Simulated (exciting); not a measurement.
# BaLiF3: the F K edge from the Bethe–Salpeter equation, part 3 of 3

Aim: the F K absorption edge of BaLiF3 with the electron–hole interaction treated explicitly, and what each term of the kernel does.

exciting sodium; X-ray absorption, core-level Bethe-Salpeter equation, exchange and statically screened direct term, Tamm-Dancoff, all-electron LAPW+lo LDA.

So far. Step 6 (Exchange alone): Maxima (height): 3.8 eV (0.59), 6.0 eV (0.42), 10.9 eV (0.82), 12.6 eV (0.35) and 18.3 eV (0.29); 1 lower ones aren't listed. Against the independent-particle run the r.m.s. difference is 2 %. Step 7 (Direct term alone): Maxima (height): -0.6 eV (1.03), 0.4 eV (0.98), 3.4 eV (0.34), 6.4 eV (0.67) and 15.2 eV (0.20); 1 lower ones aren't listed. Against the singlet run the r.m.s. difference is 3 %.

**9. Local-field cutoff**

Changed against the first singlet run: cutoff of the kernels (bohr⁻¹) from 3 to 1.5.

input.xml reads:

```
<input>
  <title>BaLiF3</title>
  <structure speciespath="." autormt="false" epslat="1.0e-5">
    <crystal>
      <basevect>7.5373269239 0.0000000000 0.0000000000</basevect>
      <basevect>0.0000000000 7.5373269239 0.0000000000</basevect>
      <basevect>0.0000000000 0.0000000000 7.5373269239</basevect>
    </crystal>
    <species speciesfile="Ba.xml" rmt="2.464">
      <atom coord="0.0000000000 0.0000000000 0.0000000000"/>
    </species>
    <species speciesfile="F.xml" rmt="1.752">
      <atom coord="0.5000000000 0.0000000000 0.5000000000"/>
      <atom coord="0.5000000000 0.5000000000 0.0000000000"/>
      <atom coord="0.0000000000 0.5000000000 0.5000000000"/>
    </species>
    <species speciesfile="Li.xml" rmt="1.904">
      <atom coord="0.5000000000 0.5000000000 0.5000000000"/>
    </species>
  </structure>
  <groundstate do="skip" xctype="LDA_PW" ngridk="4 4 4" rgkmax="7" gmaxvr="14" nempty="8" swidth="0.001" maxscl="100" epsengy="1e-5"/>
  <xs xstype="BSE" ngridk="4 4 4" ngridq="4 4 4" vkloff="0.097 0.273 0.493" rgkmax="7" nempty="40" gqmax="1.5" lmaxapwwf="5" lmaxemat="2" broad="0.01654" tevout="true">
    <energywindow intv="23.561 25.178" points="439"/>
    <screening screentype="full" nempty="60"/>
    <BSE xas="true" xasspecies="2" xasatom="1" xasedge="K" bsetype="singlet" nstlxas="1 36"/>
    <qpointset>
      <qpoint>0 0 0</qpoint>
    </qpointset>
    <plan>
      <doonly task="xsgeneigvec"/>
      <doonly task="screen"/>
      <doonly task="scrcoulint"/>
      <doonly task="exccoulint"/>
    </plan>
  </xs>
</input>
```

input.xml for the last start (plan only) reads:

```
  <plan>
    <doonly task="bse"/>
  </plan>
```

The run is started by

```console
OMP_NUM_THREADS=1 mpirun -n 2 exciting
OMP_NUM_THREADS=2 exciting
```

Numbers of over 12 decimals in the logs are rounded to 6 here.

The program printed:

```text
| EXCITING SODIUM started for task xsgeneigvec ( 301)                          =
One-shot GS runs for BSE calculations
One-shot GS runs for k+qmt/2 grids
Info(xsgeneigvec): Generating eigenvectors for Q-point      1
Info(xsgeneigvec): Generation of eigenvectors finished
| EXCITING SODIUM started for task screen ( 430)                               =
Info(screenlauncher): Calculating screening for unshifted q-grid.
Info(screenlauncher): Number of q points:      10
Info(screenlauncher): lowest (partially)  unoccupied state:     23
Info(screenlauncher): highest (partially) occupied state  :     22
Info(screenlauncher): number of occupied states considered:   22
Info(screenlauncher): number of unoccupied states considered:   61
Info(screenlauncher): Starting loop over q-points
Info(screenlauncher): Screening for unshifted q-grid finished
Info(screenlauncher): Screening finished
| EXCITING SODIUM started for task scrcoulint ( 440)                           =
Info(scrcoulintlauncher): Setting up screened Coulomb interaction matrix W.
Info(scrcoulintlauncher): Using momentum transfer vectors from list :   1 to  1
Info(scrcoulintlauncher): Calculating screened Coulomb interaction matrix W
Info(scrcoulintlauncher): Momentum transfer list index: iqmt=  1
Info(scrcoulintlauncher): Momentum transfer: vqmtl=   0.000   0.000   0.000
Info(scrcoulintlauncher): Calculating RR block of W
Info(scrcoulint): Inspecting occupations...
Info(setranges_modxs): Number of non-reduced k-points:       64
Info(setranges_modxs): Number of states considered:       63
Info(setranges_modxs): Number of (partially) occupied states:        2
Info(setranges_modxs): Highest (partially) occupied states:       22
Info(setranges_modxs): Number of (partially) unoccupied states:       41
Info(setranges_modxs): Lowest (partially) unoccupied states:       23
Info(scrcoulint): Selecting transitions...
Info(select_transitions): Inspecting transitions in the  band interval:
  lowest occupied state:   1
  highest occupied state:   2
  lowest unoccupied state:  23
  highest unoccupied state:  58
  Opening gap with a scissor of:      0.000/H      0.000/eV
Info(select_transitions): Number of participating transitions:    4608
Info(scrcoulint): Size of file SCCLI will be about     0.160675 GB
Info(scrcoulint): Using q-grid
Info(scrcoulint): Number of reduced q-points:     10
Info(scrcoulint): Number of non-reduced q-points:     64
Info(scrcoulint): Calculating W(G1,G2,qr) fourier coefficients
Info(scrcoulint): Calculating W matrix elements
Info(scrcoulintlauncher): Screened coulomb interaction finished for iqmt=   1
| EXCITING SODIUM started for task exccoulint ( 441)                           =
Info(exccoulintlauncher): Setting up exchange interaction matrix V.
Info(exccoulintlauncher): Using momentum transfer vectors from list :   1 to  1
Info(exccoulintlauncher):Calculating exchange interaction matrix V
Info(exccoulintlauncher): Momentum transfer list index: iqmt=  1
Info(exccoulintlauncher): Momentum transfer: vqmtl=   0.000   0.000   0.000
Info(exccoulintlauncher): Calculating RR block of V
Info(exccoulint): Inspecting occupations...
Info(setranges_modxs): Number of non-reduced k-points:       64
Info(setranges_modxs): Number of states considered:       63
Info(setranges_modxs): Number of (partially) occupied states:        2
Info(setranges_modxs): Highest (partially) occupied states:       22
Info(setranges_modxs): Number of (partially) unoccupied states:       41
Info(setranges_modxs): Lowest (partially) unoccupied states:       23
Info(exccoulint): Selecting transitions...
Info(select_transitions): Inspecting transitions in the  band interval:
  lowest occupied state:   1
  highest occupied state:   2
  lowest unoccupied state:  23
  highest unoccupied state:  58
  Opening gap with a scissor of:      0.000/H      0.000/eV
Info(select_transitions): Number of participating transitions:    4608
Info(exccoulint): Size of file EXCLI will be about     0.160675 GB
Info(exccoulint): Generating plane wave matrix elements for momentum transfer iqmt=   1
  Timing (in seconds)	   :     183.286
Info(exccoulint): Generating V matrix elements
Info(exccoulint): Zeroing Coulomb potential at G+qmt index:  1
Info(exccoulintlauncher): Exchange interaction finished for iqmt=   1
| EXCITING SODIUM started for task bse ( 445)                                  =
Info(bselauncher): Init time:    1.612325
Info(bselauncher): Setting up and diagonalizing BSE Hamiltonian.
Info(bselauncher): Using momentum transfer vectors from list :   1 to  1
Info(bselauncher): Distributing qmt-points over   1 processes.
Info(bselauncher): BSE type: singlet
Info(bselauncher): Momentum transfer list index: iqmt=  1
Info(bselauncher): Momentum transfer: vqmtl=   0.000   0.000   0.000
Info(bse): Inspecting occupations...
Info(setranges_modxs): Number of non-reduced k-points:       64
Info(setranges_modxs): Number of states considered:       63
Info(setranges_modxs): Number of (partially) occupied states:        2
Info(setranges_modxs): Highest (partially) occupied states:       22
Info(setranges_modxs): Number of (partially) unoccupied states:       41
Info(setranges_modxs): Lowest (partially) unoccupied states:       23
Info(select_transitions): Inspecting transitions in the  band interval:
  lowest occupied state:   1
  highest occupied state:   2
  lowest unoccupied state:  23
  highest unoccupied state:  58
  Opening gap with a scissor of:      0.000/H      0.000/eV
Info(select_transitions): Number of participating transitions:    4608
Info(bse): Selecting transitions...
```

Wall time 23 min (2 MPI ranks of Intel Xeon at 2.70GHz, shared host).

The run was cut off at its time limit.

**10. From independent particles to the full kernel**

```
      level  curve passes 0.15 (eV)  highest maximum (eV)  its height
         IP                     1.1                  10.9        0.81
        RPA                     1.2                  10.9        0.82
direct only                    -1.9                  -0.6        1.03
    singlet                    -1.8                  -0.6        1.00
```

```
E (eV)    IP   RPA  direct only  singlet
  -5.0  0.01  0.01         0.02     0.02
  -4.0  0.01  0.01         0.03     0.03
  -3.0  0.01  0.01         0.06     0.06
  -2.0  0.02  0.02         0.13     0.13
  -1.0  0.02  0.02         0.64     0.60
   0.0  0.04  0.04         0.87     0.86
   1.0  0.13  0.12         0.77     0.78
   2.0  0.30  0.29         0.47     0.48
   3.0  0.41  0.40         0.33     0.33
   4.0  0.59  0.58         0.32     0.32
   5.0  0.35  0.35         0.27     0.27
   6.0  0.42  0.42         0.53     0.52
   7.0  0.27  0.27         0.59     0.62
   8.0  0.25  0.25         0.33     0.34
   9.0  0.32  0.31         0.19     0.19
  10.0  0.52  0.50         0.17     0.17
  11.0  0.80  0.81         0.16     0.16
  12.0  0.36  0.38         0.13     0.13
  13.0  0.30  0.30         0.10     0.10
  14.0  0.19  0.19         0.15     0.15
  15.0  0.16  0.16         0.20     0.20
  16.0  0.18  0.18         0.17     0.17
  17.0  0.20  0.20         0.14     0.14
  18.0  0.27  0.28         0.10     0.10
  19.0  0.23  0.23         0.09     0.09
  20.0  0.16  0.16         0.09     0.09
  21.0  0.15  0.15         0.10     0.10
  22.0  0.12  0.12         0.15     0.15
```

**11. Summary of results**

```yaml
absorber_and_edge: F K, atom 2
surroundings: 2 Li at 1.99 Å (linear, site symmetry 4/mmm)
first_bright_state: -0.71 eV from the Kohn–Sham onset, on this mesh
highest_maximum: -0.6 eV
cost_of_the_bse_run: 46 min on 2 MPI ranks of Intel Xeon at 2.70GHz, shared host; the last task ran on as many threads
```

Is a core exciton bound? Yes on this mesh: the first bright state (over 5 % of the brightest) lies at -0.71 eV from the Kohn–Sham onset and at -0.99 eV from the lowest bare transition of its own mesh; weaker or dark states reach down to -1.14 eV. Changing the half width (eV) from 0.45 to 1.35 alters the spectrum by 29 % r.m.s. Exchange alone changes the independent-particle spectrum by 2 % r.m.s. Leaving exchange out of the full kernel changes the spectrum by 3 % r.m.s. With 64 k points the binding energies are rough, and fine structure above the first lines is partly noise of the mesh. The kernel cutoff is low for a compact core orbital, so the effect of exchange is a lower bound. The zero comes from the unshifted 4×4×4 ground-state mesh; it is exact only where the band minimum lies on that mesh. The Kohn–Sham onset, 653 eV, is no photon energy: the scale needs a rigid shift. Bands and screening come from semilocal DFT, whose small gap overscreens. Vibrations and energy-dependent lifetimes are left out. The structure is a Materials Project entry, computed there, and may be a hypothetical form.

[Banner, clock and machine lines of the logs are left out without a mark of their own.]

[Logs are printed without paths, hosts, clocks, repeated set-up lines and the standing remarks that a program may print on its own settings, such as how far it seeks lower states.]

[Hosts, paths, dates, database ids (printed as entryN), source tags and the programs' standing remarks are cut or masked in the printed files.]
